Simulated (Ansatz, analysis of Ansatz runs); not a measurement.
# Reproducing a measured optical absorption band: F centre in CaO, part 2 of 2

How near does this set-up come to the measured optical absorption band? Subject: F centre in CaO. Set-up: LDA, 64-site cell, LDA lattice, 420 eV, k: the zone centre alone. The model is a cell of 64 host atoms with 1 O taken out. The excitation energy is a difference of total energies with one electron moved up within one spin channel. A local or semilocal functional is the cheapest first rung.

Ansatz 0.2.0; LDA, 64-site cell, LDA lattice, 420 eV, k: the zone centre alone.

So far: Starting point; Relaxation, charge 0.

**3. Ground state**

Both spins' levels are needed to pick the two between which the electron moves, so the ground state is solved with empty bands.

This step: plane-wave PAW DFT, LDA; single point of a defect supercell.

ground/input.yaml reads:

```yaml
crystal:
  lattice:
    - [9.41580669, 0.0, 0.0]
    - [0.0, 9.41580669, 0.0]
    - [0.0, 0.0, 9.41580669]
  atoms:
    - { symbol: Ca, position: [-0.000500717, 0.0, 0.0] }
    - { symbol: Ca, position: [0.000465777, 0.250465777, 0.250465777] }
[... 5 atom lines left out ...]
    - { symbol: O, position: [0.25, 0.24919541, 0.24919541] }
[... 3 atom lines left out ...]
    - { symbol: Ca, position: [0.25, 0.244119418, 0.5] }
[... 1 atom line left out ...]
    - { symbol: O, position: [-0.00080459, 0.24919541, 0.5] }
[... 4 atom lines left out ...]
    - { symbol: Ca, position: [0.25, 0.5, 0.244119418] }
[... 1 atom line left out ...]
    - { symbol: O, position: [-0.00080459, 0.5, 0.24919541] }
[... 2 atom lines left out ...]
    - { symbol: O, position: [0.25, 0.75080459, 0.24919541] }
    - { symbol: Ca, position: [-0.005880582, 0.5, 0.5] }
[... 1 atom line left out ...]
    - { symbol: Ca, position: [0.25, 0.5, 0.755880582] }
    - { symbol: Ca, position: [0.25, 0.755880582, 0.5] }
    - { symbol: O, position: [-0.00080459, 0.5, 0.75080459] }
    - { symbol: O, position: [-0.00080459, 0.75080459, 0.5] }
[... 25 atom lines left out ...]
    - { symbol: Ca, position: [0.505880582, 0.5, 0.5] }
[... 6 atom lines left out ...]
    - { symbol: O, position: [0.75, 0.7500809, 0.7500809] }
basis:
  ecutwfc: 420
  xc_grid: 2
hamiltonian:
  xc: lda
kpoints:
  mp_grid: { grid: [1, 1, 1] }
magnetization:
  spin_polarized: true
  initial_magnetization: 0
  spin_locking: { lock_magnetization: hard }
scf:
  occupations: { method: fermi_dirac, width: 0.01 }
  max_iter: 120
  n_extra_bands: 30
  lower_state_search: "off"
output:
  forces: true
  eigenvalues: true
  eigenstates: { localisation: true }
checkpoint:
  write: "../ground.run"
  compress: false
  write_wavefunctions: true
  write_every: 100000
```

The run is started by

```sh
ansatz run input.yaml --threads 2 --pin off --max-ram 3768MiB --backend cpu --events-out ev --progress --plain --runs-dir out
```

Numbers of over 12 decimals in the logs are rounded to 6 here.

Log:

```text
[...]
Crystal: 63 atoms, lattice volume = 834.781 Å³
Basis set: ecut = 420 eV, 16279 PW (Γ), exchange–correlation on 128×128×128 points (8 copies of the dense FFT grid, shifted against one another)
Bands: 283, of which v1, the nominal top of the filled ones, is band 253 counted from 1 (252 counted from 0)
Symmetry: 48 space group operations
[...]
k-points: 1
[...]
SCF iter   1: F=—  HF=-74073.269704 eV  |F-HF|=—  |Δ(HF+E_count)|=         —  Δρ=5.37e-2 (↑5.37e-2 ↓5.37e-2)  dr2=9.35e1  dr2_m=0.00e0  M=0.000 μB ∫|m|=0.000 μB  β_m=0.30  ethr=3.10e-3  ⟨swp⟩=7.0  Hψ=1155  notcnv=0  defer=14
[...]
SCF iter  10: F=-74049.966920 eV  HF=-74049.966920 eV  |F-HF|=3.73e-9  |Δ(HF+E_count)|=   9.24e-8  Δρ=1.30e-6 (↑1.30e-6 ↓1.30e-6)  dr2=4.87e-8  dr2_m=0.00e0  M=0.000 μB ∫|m|=0.000 μB  ethr=1.98e-11  ⟨swp⟩=13.0  Hψ=1750  notcnv=0
[...]
--- Forces (eV/Å), atoms counted from 1 ---
  atom   1  Ca    -0.00241309     0.00000000     0.00000000
  atom   2  Ca    -0.00430680    -0.00430680    -0.00430680
  [... 5 atoms left out ...]
  atom   8  O      0.00000000     0.01412417     0.01412417
  [... 3 atoms left out ...]
  atom  12  Ca     0.00000000    -0.00215535     0.00000000
  [... 1 atom left out ...]
  atom  14  O      0.01412417     0.01412417    -0.00000000
  [... 4 atoms left out ...]
  atom  19  Ca     0.00000000     0.00000000    -0.00215535
  [... 1 atom left out ...]
  atom  21  O      0.01412417    -0.00000000     0.01412417
  [... 2 atoms left out ...]
  atom  24  O     -0.00000000    -0.01412417     0.01412417
  atom  25  Ca    -0.00215535    -0.00000000     0.00000000
  [... 1 atom left out ...]
  atom  27  Ca     0.00000000    -0.00000000     0.00215535
  atom  28  Ca    -0.00000000     0.00215535     0.00000000
  [... 27 atoms left out ...]
  atom  56  Ca     0.00215535     0.00000000     0.00000000
  [... 7 atoms left out ...]
  max |Σ_I F_I| component: 6.94e-18 eV/Å
--- Band table (eV) ---
[...]
[key lines of the parts left out:]
SCF converged after 10 iterations
Magnetization: 0.0000 μB (253.0000 up, 253.0000 down)
Free energy (F): -74049.966920 eV
Fermi energy:    11.111341 (↑ 11.111341, ↓ 11.111341) eV
```

It took 8.4 s on 2 threads of Intel Xeon 6975P-C (Granite Rapids), shared host; peak memory 1.1 GiB; 16 s of CPU time.

Read from the output:

```yaml
free_energy: -74049.9669 eV
spin_contamination: 0
```

States next to the filling edge at the first k-point, on the run's own zero (eigenstates.tsv). The participation number counts the atoms that a state is spread over, of 63; bands count from 0.

```tsv
spin	band	energy (eV)	occupation	participation	largest share on	share
down	247	7.659	1.00	25.3	O5	0.06
down	248	7.659	1.00	23.4	O5	0.06
down	249	7.920	1.00	30.5	O47	0.04
down	250	7.920	1.00	30.9	O22	0.04
down	251	7.920	1.00	30.5	O5	0.04
down	252	10.884	1.00	8.6	Ca12	0.14
down	253	11.350	0.00	54.6	Ca1	0.02
down	254	11.350	0.00	54.6	Ca1	0.02
down	255	11.350	0.00	54.6	Ca35	0.02
down	256	12.463	0.00	37.5	Ca2	0.04
down	257	12.463	0.00	37.5	Ca2	0.04
up	247	7.659	1.00	25.3	O5	0.06
up	248	7.659	1.00	23.4	O5	0.06
up	249	7.920	1.00	30.5	O47	0.04
up	250	7.920	1.00	30.9	O22	0.04
up	251	7.920	1.00	30.5	O5	0.04
up	252	10.884	1.00	8.6	Ca12	0.14
up	253	11.350	0.00	54.6	Ca1	0.02
up	254	11.350	0.00	54.6	Ca1	0.02
up	255	11.350	0.00	54.6	Ca35	0.02
up	256	12.463	0.00	37.5	Ca2	0.04
up	257	12.463	0.00	37.5	Ca2	0.04
```

Under LDA at the zone centre alone, the highest filled state is spread over 9 of 63 atoms, and the lowest empty one, 0.47 eV above it, is spread over 55 of 63 atoms.

**4. Excited state at the ground state's structure**

One electron is moved to the upper level and held there by its overlap; at the ground state's structure the energy difference is the vertical absorption.

This step: plane-wave PAW DFT, LDA; single point of a defect supercell.

excited/input.yaml, as its differences from ground/input.yaml of step 3:

```diff
@@ -42,4 +42,9 @@
 scf:
-  occupations: { method: fermi_dirac, width: 0.01 }
-  max_iter: 120
+  occupations:
+    method: fermi_dirac
+    width: 0.01
+    excite:
+      from: { channel: up, k: 0, band: v1, track: overlap }
+      to: { channel: up, k: 0, band: [c1, c3], track: overlap }
+  max_iter: 150
   n_extra_bands: 30
@@ -48,6 +53,5 @@
   forces: true
-  eigenvalues: true
-  eigenstates: { localisation: true }
 checkpoint:
-  write: "../ground.run"
+  read: "../ground.run"
+  write: "../excited.run"
   compress: false
```

Log:

```text
[...]
Crystal: 63 atoms, lattice volume = 834.781 Å³
Basis set: ecut = 420 eV, 16279 PW (Γ), exchange–correlation on 128×128×128 points (8 copies of the dense FFT grid, shifted against one another)
Bands: 283, of which v1, the nominal top of the filled ones, is band 253 counted from 1 (252 counted from 0)
Symmetry: 48 space group operations
[...]
k-points: 1
Excitation: hole v1 ↑ at k 0, (0, 0, 0); particle c1 to c3 ↑ at k 0, (0, 0, 0); 1.000000e0 electrons a cell; the bands as a deck names them, k counted from 0 among the points solved; in brackets its point in fractional reciprocal coordinates
[...]
iter 1 solved again at ethr=9.63e-12 eV; its pass at ethr=3.10e-3 eV (dr2=4.87e-8 eV) is discarded
[...]
--- Forces (eV/Å), atoms counted from 1 ---
  atom   1  Ca    -0.05553508     0.00000000     0.00000000
  atom   2  Ca    -0.18360219    -0.18360219    -0.18360219
  [... 5 atoms left out ...]
  atom   8  O      0.00000000     0.39282572     0.39282572
  [... 3 atoms left out ...]
  atom  12  Ca    -0.00000000    -0.91540013     0.00000000
  [... 1 atom left out ...]
  atom  14  O      0.39282572     0.39282572     0.00000000
  [... 4 atoms left out ...]
  atom  19  Ca    -0.00000000     0.00000000    -0.91540013
  [... 1 atom left out ...]
  atom  21  O      0.39282572     0.00000000     0.39282572
  [... 2 atoms left out ...]
  atom  24  O     -0.00000000    -0.39282572     0.39282572
  atom  25  Ca    -0.91540013     0.00000000     0.00000000
  [... 1 atom left out ...]
  atom  27  Ca    -0.00000000     0.00000000     0.91540013
  atom  28  Ca    -0.00000000     0.91540013     0.00000000
  [... 27 atoms left out ...]
  atom  56  Ca     0.91540013     0.00000000     0.00000000
  [... 7 atoms left out ...]
  max |Σ_I F_I| component: 5.83e-16 eV/Å
--- Band table (eV) ---
[...]
[key lines of the parts left out:]
Converged-ψ floor refinement (derivative, response, wavefunction or occupation consumer): ⟨swp⟩=1.0  Hψ=1132  notcnv=0
SCF converged after 12 iterations
Magnetization: 0.0000 μB (253.0000 up, 253.0000 down)
Free energy (F): -74049.083574 eV
Fermi energy:    10.237225 (↑ 10.250881, ↓ 10.237225) eV  (of the remaining states, beside the excitation)
```

The job ended after 14 s (2 threads; peak memory 1.4 GiB; 27 s of CPU time).

This step gave:

```
free energy                           : -74049.0836 eV
integral of the absolute spin density : 1.862 μB
spin contamination                    : 0.3346
```

**5. Triplet at the ground state's structure**

The moved electron gives a determinant that is half singlet and half triplet; the triplet's energy lets the singlet be extracted.

This step: plane-wave PAW DFT, LDA; single point of a defect supercell.

triplet/input.yaml, as its differences from excited/input.yaml of step 4:

```diff
@@ -39,12 +39,7 @@
   spin_polarized: true
-  initial_magnetization: 0
+  initial_magnetization: 2
   spin_locking: { lock_magnetization: hard }
 scf:
-  occupations:
-    method: fermi_dirac
-    width: 0.01
-    excite:
-      from: { channel: up, k: 0, band: v1, track: overlap }
-      to: { channel: up, k: 0, band: [c1, c3], track: overlap }
-  max_iter: 150
+  occupations: { method: fermi_dirac, width: 0.01 }
+  max_iter: 120
   n_extra_bands: 30
@@ -55,5 +50 @@
   read: "../ground.run"
-  write: "../excited.run"
-  compress: false
-  write_wavefunctions: true
-  write_every: 100000
```

Log:

```text
[...]
Warning: the band count 284 (scf.n_extra_bands) hosts the net moment |M| = 2.0000 μB (N_el = 506) but caps the reachable moment at 2·n_bands − N_el = 62.0000 μB, below the 317 bands that the automatic rule leaves for it — a moment growing past the seed, or [...]
Warning: checkpoint.read: spin seed differs: saved <digest>, current <digest>; [...]
[...]
Crystal: 63 atoms, lattice volume = 834.781 Å³
Basis set: ecut = 420 eV, 16279 PW (Γ), exchange–correlation on 128×128×128 points (8 copies of the dense FFT grid, shifted against one another)
Bands: 284, of which v1, the nominal top of the filled ones, is band 253 counted from 1 (252 counted from 0)
Symmetry: 48 space group operations
[...]
k-points: 1
[...]
Starting moments: Σ|m| = 2 μB on 63 of 63 sites; this step starts from the density that it was given
[...]
Fermi energy:    10.768321 (↑ 11.312578, ↓ 9.126895) eV
[...]
--- Forces (eV/Å), atoms counted from 1 ---
  atom   1  Ca    -0.05164648     0.00000000     0.00000000
  atom   2  Ca    -0.17589961    -0.17589961    -0.17589961
  [... 5 atoms left out ...]
  atom   8  O      0.00000000     0.38081865     0.38081865
  [... 3 atoms left out ...]
  atom  12  Ca    -0.00000000    -0.89510569     0.00000000
  [... 1 atom left out ...]
  atom  14  O      0.38081865     0.38081865     0.00000000
  [... 4 atoms left out ...]
  atom  19  Ca    -0.00000000     0.00000000    -0.89510569
  [... 1 atom left out ...]
  atom  21  O      0.38081865    -0.00000000     0.38081865
  [... 2 atoms left out ...]
  atom  24  O      0.00000000    -0.38081865     0.38081865
  atom  25  Ca    -0.89510569    -0.00000000    -0.00000000
  [... 1 atom left out ...]
  atom  27  Ca    -0.00000000     0.00000000     0.89510569
  atom  28  Ca    -0.00000000     0.89510569     0.00000000
  [... 27 atoms left out ...]
  atom  56  Ca     0.89510569    -0.00000000    -0.00000000
  [... 7 atoms left out ...]
  max |Σ_I F_I| component: 7.77e-16 eV/Å
[key lines of the parts left out:]
SCF converged after 9 iterations
Magnetization: 2.0000 μB (254.0000 up, 252.0000 down)
Free energy (F): -74049.133260 eV
```

Run time: 8.7 s. Hardware: 2 threads; peak memory 1.4 GiB; 17 s of CPU time.

Numbers from this step:

```
free energy                           : -74049.1333 eV
smearing term TS                      : 0.01910 eV
total moment                          : 2 μB
integral of the absolute spin density : 2.148 μB
spin contamination                    : 0.001932
```

**6. Outcome**

The level that takes the electron spreads over a large part of the cell (55 of 63 atoms): it is diffuse or a band state, and this cell can't show whether it is bound to the centre. For the record: Vertical absorption energy: computed 0.92 eV, measured 3.1 eV; 2.18 eV below the measurement.

[Logs are printed without paths, hosts, clocks, repeated set-up lines and the standing remarks that a program may print on its own settings, such as how far it seeks lower states.]

[Hosts, paths, dates, database ids (printed as entryN), source tags and the programs' standing remarks are cut or masked in the printed files.]

[For some hosts the program warned that the k-mesh of the response run may be too coarse for force constants and the static dielectric constant; such warnings are not shown here.]
